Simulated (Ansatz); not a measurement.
# SnI4O12 (P-1): converging the G0W0 gap, part 2 of 2

How do accuracy and time trade against each other in G0W0 on SnI4O12 (P-1)?

Ansatz 0.2.0; G0W0 on PBE, plane waves, PAW; PAW set soft_1. Known limits of the many-body steps: not at the basis limit; no spin-orbit coupling; coarse k mesh.

So far. Step 4 (1000 empty bands, screening to 140 eV): Against the run with 4×2×2 mesh, 465 empty bands, screening to 84 eV, PAW set soft_1 files, the gap moves by +0.02 eV.

### Step 5. Changing the k mesh: 2×2×2 mesh, 465 empty bands, screening to 84 eV, PAW set soft_1 files

Only the mesh changes. It samples the long-range screening, which converges on its own terms. Bands and cutoff differ from the step before, so it is read against an earlier run that matches them.

input.yaml reads:

```yaml
crystal:
  lattice:
    - [5.0576, 0.0, 0.0]
    - [0.1062173362, 6.279901792, 0.0]
    - [0.1980229617, 0.3361895656, 8.3774187989]
  atoms:
    - { symbol: Sn, position: [0.0, 0.0, 0.5] }
    - { symbol: I, position: [0.5061148231, 0.7764667496, 0.237035738] }
    - { symbol: I, position: [0.4938851769, 0.2235332504, 0.762964262] }
    - { symbol: I, position: [0.9806449621, 0.6993687757, 0.8436912468] }
    - { symbol: I, position: [0.0193550379, 0.3006312243, 0.1563087532] }
    - { symbol: O, position: [0.782882709, 0.9590566929, 0.2966559641] }
    - { symbol: O, position: [0.217117291, 0.0409433071, 0.7033440359] }
    - { symbol: O, position: [0.3031160215, 0.7954234777, 0.4238411328] }
    - { symbol: O, position: [0.6968839785, 0.2045765223, 0.5761588672] }
    - { symbol: O, position: [0.8472236491, 0.7454330787, 0.6369154755] }
    - { symbol: O, position: [0.1527763509, 0.2545669213, 0.3630845245] }
    - { symbol: O, position: [0.8260917482, 0.4351970098, 0.8854019874] }
    - { symbol: O, position: [0.1739082518, 0.5648029902, 0.1145980126] }
    - { symbol: O, position: [0.6674548844, 0.5288324017, 0.2906575423] }
    - { symbol: O, position: [0.3325451156, 0.4711675983, 0.7093424577] }
    - { symbol: O, position: [0.7314164081, 0.8620142688, 0.9456220245] }
    - { symbol: O, position: [0.2685835919, 0.1379857312, 0.0543779755] }
kpoints:
  mp_grid: { grid: [2, 2, 2] }
hamiltonian:
  xc: pbe
  pseudopotentials: { kind: paw, azcp: { folder: soft_1 } }
scf:
  occupations: { method: fixed }
gw:
  n_empty_bands: 465
  ecut_chi: 84
  qp_bands: [v4, c4]
  qp_kpoints: band_edges
  screening: { model: contour_deformation }
```

Command:

```console
ansatz run input.yaml --threads 2 --pin off --max-ram 92160MiB --backend cuda --events-out ev --progress --plain --runs-dir out --devices 1 --max-vram 13GiB
```

Numbers of over 12 decimals in the logs are rounded to 6 here.

Output:

```text
GPUs: using 1 of 1 available (devices: 1).
[...]
GPU FFT provider: cuFFT
GPU libraries: cuBLAS 13.8.2, cuFFT 12.4.0, cuSOLVER 12.3.4
Crystal: 17 atoms, lattice volume = 266.077 Å³
Basis set: ecut = 420 eV, 5213 PW (Γ)
Bands: 94, of which v1, the nominal top of the filled ones, is band 77 counted from 1 (76 counted from 0)
Symmetry: 2 space group operations
[...]
k-points: 8
[...]
0    81      9.7287   -13.9023    -3.3753   -18.3860  0.7800    10.8557    10.8370  root
[...]
7    78      8.7994   -14.5682    -3.1726   -18.8074  0.7843     9.8804     9.8659  root
     7    79      9.6044   -13.5177    -3.5002   -18.1263  0.7795    10.7322    10.7128  root
     7    80      9.6170   -14.0099    -3.4059   -18.5746  0.7794    10.7959    10.7757  root
     7    81      9.7787   -13.6455    -3.3809   -18.1515  0.7779    10.9232    10.9037  root
[key lines of the parts left out:]
SCF converged after 13 iterations
Free energy (F): -42863.898226 eV
Fermi energy:    5.863891 eV
```

Wall time 16 s (1 × NVIDIA H100 80GB HBM3 (shared by 6 runs) with 2 threads of AMD EPYC 7R13 (Zen 3), shared host); peak memory 1.8 GiB.

Numbers from this step:

```
bands summed                                 : 542
RPA ε∞ on this mesh (eigenvalues)            : 4.047, 4.635, 4.667
plane waves in the screening matrix          : 459
G0W0 gap on the mesh                         : 4.187 eV
k of the valence top                         : 0, -0.5, -0.5
k of the conduction bottom                   : -0.5, -0.5, 0
starting gap on the mesh                     : 2.815 eV
least direct G0W0 gap on the computed points : 4.304 eV
```

Against the run with 4×2×2 mesh, 465 empty bands, screening to 84 eV, PAW set soft_1 files, the gap moves by +0.10 eV, while the start moved by +0.07 eV. A band edge is found at another k point on this mesh.

### Step 6. Changing the frequency model: 4×2×2 mesh, 1000 empty bands, screening to 140 eV, plasmon pole, PAW set soft_1 files

A plasmon pole stands in for the full frequency dependence of the screening; this run shows what that costs in accuracy. Bands and cutoff differ from the step before, so it is read against an earlier run that matches them.

Changes to input.yaml since step 5:

```diff
@@ -24,3 +24,3 @@
 kpoints:
-  mp_grid: { grid: [2, 2, 2] }
+  mp_grid: { grid: [4, 2, 2] }
 hamiltonian:
@@ -31,6 +31,6 @@
 gw:
-  n_empty_bands: 465
-  ecut_chi: 84
+  n_empty_bands: 1000
+  ecut_chi: 140.0
   qp_bands: [v4, c4]
   qp_kpoints: band_edges
-  screening: { model: contour_deformation }
+  screening: { model: godby_needs }
```

Output:

```text
GPUs: using 1 of 1 available (devices: 1).
[...]
GPU FFT provider: cuFFT
GPU libraries: cuBLAS 13.8.2, cuFFT 12.4.0, cuSOLVER 12.3.4
Crystal: 17 atoms, lattice volume = 266.077 Å³
Basis set: ecut = 420 eV, 5213 PW (Γ)
Bands: 94, of which v1, the nominal top of the filled ones, is band 77 counted from 1 (76 counted from 0)
Symmetry: 2 space group operations
[...]
k-points: 12 of 16
[...]
0    81      9.7280   -13.9385    -3.4761   -18.3846  0.8084    10.7018    10.6980  root
[...]
11    78      8.8001   -14.6288    -3.2508   -18.8068  0.8096     9.7305     9.7273  root
    11    79      9.6041   -13.5453    -3.6172   -18.1270  0.8099    10.5722    10.5685  root
    11    80      9.6164   -14.0348    -3.5237   -18.5747  0.8076    10.6367    10.6326  root
    11    81      9.7774   -13.6685    -3.4834   -18.1521  0.8070    10.7814    10.7776  root
[key lines of the parts left out:]
SCF converged after 13 iterations
Free energy (F): -42863.907735 eV
Fermi energy:    5.862998 eV
```

It took 2.5 min on 1 × NVIDIA H100 80GB HBM3 (shared by 6 runs) with 2 threads; peak memory 5.1 GiB.

This step gave:

| Property | Result |
| --- | --- |
| bands summed | 1077 |
| plasmon-pole fit frequency | 28.25 eV |
| RPA ε∞ on this mesh (eigenvalues) | 3.982, 4.525, 4.599 |
| plane waves in the screening matrix | 987 |
| G0W0 gap on the mesh | 4.139 eV |
| k of the valence top | 0, -0.5, -0.5 |
| k of the conduction bottom | 0.25, -0.5, 0 |
| starting gap on the mesh | 2.746 eV |
| least direct G0W0 gap on the computed points | 4.358 eV |

Against the run with 4×2×2 mesh, 1000 empty bands, screening to 140 eV, PAW set soft_1 files, the gap moves by +0.03 eV.

### Step 7. Changing the files and raising the bands: 4×2×2 mesh, 1483 empty bands, screening to 182 eV, hard PAW files

Other atomic data (hard PAW) test the pseudisation: the cutoff goes from 420 to 930 eV and the valence electrons from 154 to 162, which opens shells that were frozen. Bands and screening cutoff change too, so the step is no clean test of the files.

This step: G0W0 on PBE, plane waves, PAW.

Changes to input.yaml since step 6:

```diff
@@ -27,3 +27,3 @@
   xc: pbe
-  pseudopotentials: { kind: paw, azcp: { folder: soft_1 } }
+  pseudopotentials: { kind: paw, source: ansatz }
 scf:
@@ -31,6 +31,6 @@
 gw:
-  n_empty_bands: 1000
-  ecut_chi: 140.0
+  n_empty_bands: 1483
+  ecut_chi: 182.0
   qp_bands: [v4, c4]
   qp_kpoints: band_edges
-  screening: { model: godby_needs }
+  screening: { model: contour_deformation }
```

Output:

```text
GPUs: using 1 of 1 available (devices: 1).
[...]
GPU FFT provider: cuFFT
GPU libraries: cuBLAS 13.8.2, cuFFT 12.4.0, cuSOLVER 12.3.4
Crystal: 17 atoms, lattice volume = 266.077 Å³
Basis set: ecut = 930 eV, 17139 PW (Γ)
Bands: 98, of which v1, the nominal top of the filled ones, is band 81 counted from 1 (80 counted from 0)
Symmetry: 2 space group operations
[...]
k-points: 12 of 16
[...]
0    85      9.8926   -13.9310    -3.7126   -18.3725  0.7763    10.6287    10.6215  root
[...]
11    82      8.9634   -14.6233    -3.4851   -18.7974  0.7807     9.6578     9.6525  root
    11    83      9.7649   -13.5472    -3.8555   -18.1226  0.7759    10.4922    10.4849  root
    11    84      9.7802   -14.0281    -3.7734   -18.5619  0.7753    10.5484    10.5406  root
    11    85      9.9422   -13.6564    -3.7288   -18.1367  0.7739    10.7015    10.6936  root
[key lines of the parts left out:]
SCF converged after 13 iterations
Free energy (F): -46575.026488 eV
Fermi energy:    6.025386 eV
```

It took 3.7 min on 1 × NVIDIA H100 80GB HBM3 (shared by 6 runs) with 2 threads; peak memory 11 GiB.

This step gave:

```
bands summed                                 : 1564
RPA ε∞ on this mesh (eigenvalues)            : 3.965, 4.505, 4.580
plane waves in the screening matrix          : 1473
G0W0 gap on the mesh                         : 4.161 eV
k of the valence top                         : 0, -0.5, -0.5
k of the conduction bottom                   : 0.25, -0.5, 0
starting gap on the mesh                     : 2.747 eV
least direct G0W0 gap on the computed points : 4.360 eV
```

Against the run with 4×2×2 mesh, 1000 empty bands, screening to 140 eV, PAW set soft_1 files, the gap moves by +0.05 eV.

### Step 8. Side by side

Times are wall times on 1 × NVIDIA H100 80GB HBM3 (shared by 6 runs) with 2 threads of AMD EPYC 7R13 (Zen 3), shared host, good to a factor of about two.

| mesh | files | frequency | bands summed | cutoff (eV) | start (eV) | G0W0 (eV) | time | host memory (GiB) |
| --- | --- | --- | --- | --- | --- | --- | --- | --- |
| 4×2×2 | PAW set soft_1 | contour deformation | 241 | 42 | 2.746 | 4.228 | 25 s | 1.4 |
| 4×2×2 | PAW set soft_1 | contour deformation | 542 | 84 | 2.746 | 4.088 | 37 s | 2.1 |
| 4×2×2 | PAW set soft_1 | contour deformation | 1077 | 140 | 2.746 | 4.111 | 66 s | 4.0 |
| 2×2×2 | PAW set soft_1 | contour deformation | 542 | 84 | 2.815 | 4.187 | 16 s | 1.8 |
| 4×2×2 | PAW set soft_1 | plasmon pole | 1077 | 140 | 2.746 | 4.139 | 2.5 min | 5.1 |
| 4×2×2 | hard PAW | contour deformation | 1564 | 182 | 2.747 | 4.161 | 3.7 min | 11 |

The parts of the quasiparticle energy at the two band edges (eV; QP = start + Σx + Σc − Vxc):

| run | edge | start | Σx | Σc | Vxc | Z | QP |
| --- | --- | --- | --- | --- | --- | --- | --- |
| 241 bands | valence top | 5.86 | -25.07 | 4.06 | -20.91 | 0.75 | 5.76 |
| 241 bands | conduction bottom | 8.61 | -14.29 | -2.79 | -18.46 | 0.80 | 9.99 |
| 542 bands | valence top | 5.86 | -25.07 | 3.87 | -20.91 | 0.74 | 5.56 |
| 542 bands | conduction bottom | 8.61 | -14.29 | -3.13 | -18.46 | 0.79 | 9.65 |
| 1077 bands | valence top | 5.86 | -25.07 | 3.61 | -20.91 | 0.74 | 5.30 |
| 1077 bands | conduction bottom | 8.61 | -14.29 | -3.36 | -18.46 | 0.78 | 9.41 |

### Step 9. Outcome

```json
{"241 bands, 42 eV": "4.228 eV", "542 bands, 84 eV": "4.088 eV", "1077 bands, 140 eV": "4.111 eV", "mesh and start": "4×2×2, PBE"}
```

From 241 to 1077 bands the gap moves by −0.12 eV while the time grows 2.7-fold. Σc changes by −0.46 eV at the valence top and −0.57 eV at the conduction bottom, so the levels themselves move more than the gap between them. The gap turns back along the series, so no limit is drawn from it. On the 2×2×2 mesh in place of 4×2×2 the gap differs by +0.10 eV, of which +0.07 eV is already in the start. The plasmon-pole model gives +0.03 eV against contour deformation, 2 % of the correction, and saved no time in this program. With hard PAW files and 1564 bands the gap is 4.16 eV. The 4×2×2 mesh is coarse for this cell (its supercell is 13 Å along the shortest edge). The RPA ε∞ on it, from the PBE start, is 3.98, 4.53 and 4.60; such meshes misread the long-range screening, most where the gap is narrow. The many-body steps are scalar-relativistic: spin-orbit coupling is not in them.

[Paths, hosts, dates, memory and timing lines, banners, echoed tables and standing remarks are left out of the program output.]

[Logs are printed without paths, hosts, clocks, repeated set-up lines and the standing remarks that a program may print on its own settings, such as how far it seeks lower states.]

[Runs of the session that timed out or met a known fault of the program may be left out.]

[Cells called generated may have been cut or substituted from an entry of the Crystallography Open Database or the Materials Project.]

[Hosts, paths, dates, database ids (printed as entryN), source tags and the programs' standing remarks are cut or masked in the printed files.]
